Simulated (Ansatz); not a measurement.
# What SrLiH3 (model cell, started as cubic perovskite with Sr in the octahedra) distorts into, part 3 of 3

Wanted: the energy along a soft mode of SrLiH3 (model cell, started as cubic perovskite with Sr in the octahedra) and the structure at the end.

Ansatz 0.2.0; DFT PBEsol, scalar-relativistic, plane waves, PAW; PAW set soft_1.

So far. Step 4 (The mode frozen in, largest atomic shift 0.6 Å): The run ends at a pressure of -1.18 GPa, with forces up to 0.32 eV/Å. Step 5 (Energy along the mode, all amplitudes (two of the runs …): The lowest of the steps tried is the last one, at 0.6 Å, 59.1 meV/atom below the parent; the bottom of the well need not coincide with a step.

The structure was built from a prototype and need not be the compound's stable phase.

## 6. Relaxing from the distorted cell (continued)

Valence density in the ac plane of the conventional cell at fractional y = 0.000, with atoms of Li and Sr and H within 0.2 Å of it. It is the smooth field of the valence electrons, not physical close to the nuclei.

Values in e/Å³, 13 rows by 16 columns, each cell a mean:
```
0.6 0.3 0.1 0.0 0.0 0.0 0.1 0.8 1.3 0.2 0.0 0.0 0.0 0.1 0.2 0.5
2.2 2.0 0.7 0.1 0.1 0.1 0.1 0.1 0.1 0.1 0.1 0.1 0.1 0.4 1.5 2.3
0.7 0.4 0.1 0.0 0.0 0.0 0.1 0.3 0.5 0.1 0.0 0.0 0.0 0.1 0.3 0.6
0.7 0.3 0.1 0.0 0.0 0.0 0.1 1.9 3.0 0.6 0.0 0.0 0.0 0.1 0.2 0.6
1.8 1.7 0.6 0.1 0.1 0.1 0.1 0.1 0.1 0.1 0.1 0.1 0.1 0.3 1.2 1.9
1.2 0.8 0.3 0.1 0.0 0.1 0.1 0.1 0.1 0.1 0.1 0.1 0.1 0.1 0.6 1.1
0.8 0.3 0.1 0.0 0.0 0.0 0.1 2.2 3.5 0.6 0.0 0.0 0.0 0.1 0.2 0.6
1.4 1.1 0.4 0.1 0.1 0.1 0.1 0.1 0.1 0.1 0.1 0.1 0.1 0.2 0.8 1.3
1.6 1.4 0.5 0.1 0.1 0.1 0.1 0.1 0.1 0.1 0.1 0.1 0.1 0.3 1.0 1.6
0.8 0.3 0.1 0.0 0.0 0.0 0.1 2.1 3.4 0.6 0.0 0.0 0.0 0.1 0.2 0.6
0.9 0.6 0.2 0.1 0.0 0.0 0.0 0.1 0.2 0.1 0.0 0.0 0.0 0.1 0.4 0.8
2.0 1.9 0.7 0.1 0.1 0.1 0.1 0.1 0.1 0.1 0.1 0.1 0.1 0.4 1.4 2.1
0.7 0.3 0.1 0.0 0.0 0.0 0.1 1.4 2.3 0.4 0.0 0.0 0.0 0.1 0.2 0.5
```
Columns run along a (6.3 Å), rows up along c (17.7 Å), edges of the conventional cell, whose origin can differ from the input's. Atoms in or near the plane, at fractional coordinates: Li at (0.50, 0.75), Li at (0.50, 0.25), Li at (0.50, 0.00), Li at (0.50, 0.50), Sr at (0.00, 0.63), Sr at (0.00, 0.13), Sr at (0.00, 0.87), Sr at (0.00, 0.37), H at (0.00, 0.75), H at (0.00, 0.25), H at (0.00, 0.00), H at (0.00, 0.50).

ELF in the ac plane of the conventional cell at fractional y = 0.000, with atoms of Li and Sr and H within 0.2 Å of it. It is the smooth field of the valence electrons, not physical close to the nuclei.

Values in units of 1e-1, 13 rows by 16 columns, each cell a mean:
```
6.8 6.0 4.4 2.1 1.1 1.7 1.8 3.1 3.5 2.2 1.8 1.5 1.4 3.4 5.4 6.6
5.1 7.7 6.5 1.7 3.3 7.8 6.8 2.9 1.9 5.1 8.0 5.6 1.4 4.2 7.9 6.2
6.6 5.8 3.6 1.4 1.4 2.7 2.3 2.2 2.4 2.1 2.7 1.9 1.0 2.5 5.0 6.4
7.7 7.3 6.2 3.4 1.2 0.7 1.5 4.9 5.5 2.8 0.7 0.9 2.2 5.3 6.9 7.5
5.2 6.9 5.3 1.4 2.9 7.1 6.1 2.6 1.8 4.6 7.3 5.0 1.2 3.5 6.8 6.0
5.8 5.4 3.3 0.9 1.8 4.4 3.6 1.6 1.3 2.8 4.5 3.1 0.8 2.0 4.7 5.7
9.4 9.2 8.0 4.3 1.3 0.3 1.4 6.2 7.3 3.4 0.3 0.7 2.7 6.8 8.9 9.4
5.3 5.6 3.7 1.0 2.1 5.3 4.6 2.0 1.3 3.3 5.5 3.7 0.9 2.3 5.2 5.6
5.2 6.2 4.5 1.1 2.6 6.4 5.4 2.3 1.6 4.1 6.6 4.5 1.1 2.9 6.0 5.7
8.5 8.3 7.2 3.9 1.2 0.4 1.3 5.6 6.5 3.2 0.4 0.7 2.4 6.1 8.0 8.5
6.3 5.6 3.3 1.0 1.5 3.5 2.9 1.8 1.6 2.3 3.6 2.6 0.9 2.1 4.8 6.2
5.2 7.4 6.0 1.5 3.2 7.5 6.5 2.8 1.9 4.9 7.7 5.3 1.3 4.0 7.5 6.1
7.1 6.5 5.2 2.8 1.2 1.2 1.6 4.0 4.5 2.6 1.1 1.0 1.8 4.3 6.1 6.9
```
Columns run along a (6.3 Å), rows up along c (17.7 Å), edges of the conventional cell, whose origin can differ from the input's. Atoms in or near the plane, at fractional coordinates: Li at (0.50, 0.75), Li at (0.50, 0.25), Li at (0.50, 0.00), Li at (0.50, 0.50), Sr at (0.00, 0.63), Sr at (0.00, 0.13), Sr at (0.00, 0.87), Sr at (0.00, 0.37), H at (0.00, 0.75), H at (0.00, 0.25), H at (0.00, 0.00), H at (0.00, 0.50).

Electrostatic potential energy in the ac plane of the conventional cell at fractional y = 0.000, with atoms of Li and Sr and H within 0.2 Å of it. With pseudopotentials it is smooth inside the atoms' cores, unlike the true potential.

Ten even steps from '0' (-99 eV) to '9' (7 eV), each cell a mean:
```
89999998778999998
88999999999999998
02799999999999840
13799999999999852
89999999999999999
79999997678999998
89999998778999998
88999999999999988
02799999999999840
13899999999999862
89999999999999999
79999997678999998
89999998778999998
88999999999999998
02799999999999840
13799999999999852
89999999999999999
79999997678999998
89999998778999998
88999999999999988
02799999999999840
13899999999999862
89999999999999999
79999997678999998
```
Columns run along a (6.3 Å; values clipped at the 3rd and 97th percentile), rows up along c (17.7 Å), edges of the conventional cell, whose origin can differ from the input's. Atoms in or near the plane, at fractional coordinates: Li at (0.50, 0.75), Li at (0.50, 0.25), Li at (0.50, 0.00), Li at (0.50, 0.50), Sr at (0.00, 0.63), Sr at (0.00, 0.13), Sr at (0.00, 0.87), Sr at (0.00, 0.37), H at (0.00, 0.75), H at (0.00, 0.25), H at (0.00, 0.00), H at (0.00, 0.50).

The distorted start has space group I4/mcm; the relaxation ends in I4/mcm.

## 7. The phases reached

The phases reached along the modes that were followed are set side by side.

Energies are those of the first relaxation, on the mesh of the frozen mode; space group, volume and gap are those of the last relaxation. Phases, by row:

```csv
mode frozen in,space group,energy from parent (meV/atom),volume (Å³/atom),gap on mesh (eV),lowest zone-centre optical mode (cm⁻¹),largest shift (Å)
parent,Pm-3m,0,19.37,1.663,–,–
"q = (-0.5, -0.5, -0.5), 560i cm⁻¹",I4/mcm,-99.14,17.32,1.211,-649.3,0.935
"q = (-0.5, -0.5, -0.5), 560i cm⁻¹",R-3c,-311.7,15.94,1.983,-268.5,1.064
"q = (-0.5, -0.5, -0.5), 560i cm⁻¹",Imma,-264.2,15.17,1.564,-253.9,1.474
"q = (0.25, -0.5, -0.5), 557i cm⁻¹",I4/mcm,-98.16,17.34,1.172,–,0.933
```

## 8. Outcome

```json
{
 "unstable mode of the parent": "q = (0.25, -0.5, -0.5), 557i cm⁻¹",
 "depth at the lowest point sampled": "59.1 meV/atom",
 "largest atomic shift at that point": "0.6 Å",
 "space group reached (within 0.01 Å)": "I4/mcm",
 "energy gained over the parent (first relaxation, on the mesh of the frozen mode)": "98.2 meV/atom",
 "volume per atom, phase reached": "17.3 Å³",
 "gap on the k-mesh, phase reached": "1.17 eV"
}
```

**Reading.** Along this mode the structure falls into I4/mcm, 98.2 meV/atom below the parent. At the parent's cell the well is 59.09 meV/atom deep on the steps tried, with its lowest point at a shift of 0.6 Å. That is the last step tried, so the steps alone don't bracket the bottom of the well. Relaxing atoms and cell changes the gain by +39.07 meV/atom against the lowest step (energies at zero smearing). The modes of the phase reached were not computed on this path. Of the 4 patterns followed to their end from this parent, this one ends 214 meV/atom above the lowest, R-3c. Another end point lies within 1 meV/atom; how such a difference moves with mesh and cutoff was not tested. Each path keeps the symmetry of its pattern, so a lower phase may lie along a pattern not tried. The volume moved by more than a tenth on the k mesh of the start, so the energy gain is rough. The PAW files were made for PBE and serve the other functionals too. The starting cell was built on a prototype and not taken from a measurement, so the phase need not exist.

[Logs are printed without paths, hosts, clocks, repeated set-up lines and the standing remarks that a program may print on its own settings, such as how far it seeks lower states.]

[Hosts, paths, dates, database ids (printed as entryN), source tags and the programs' standing remarks are cut or masked in the printed files.]
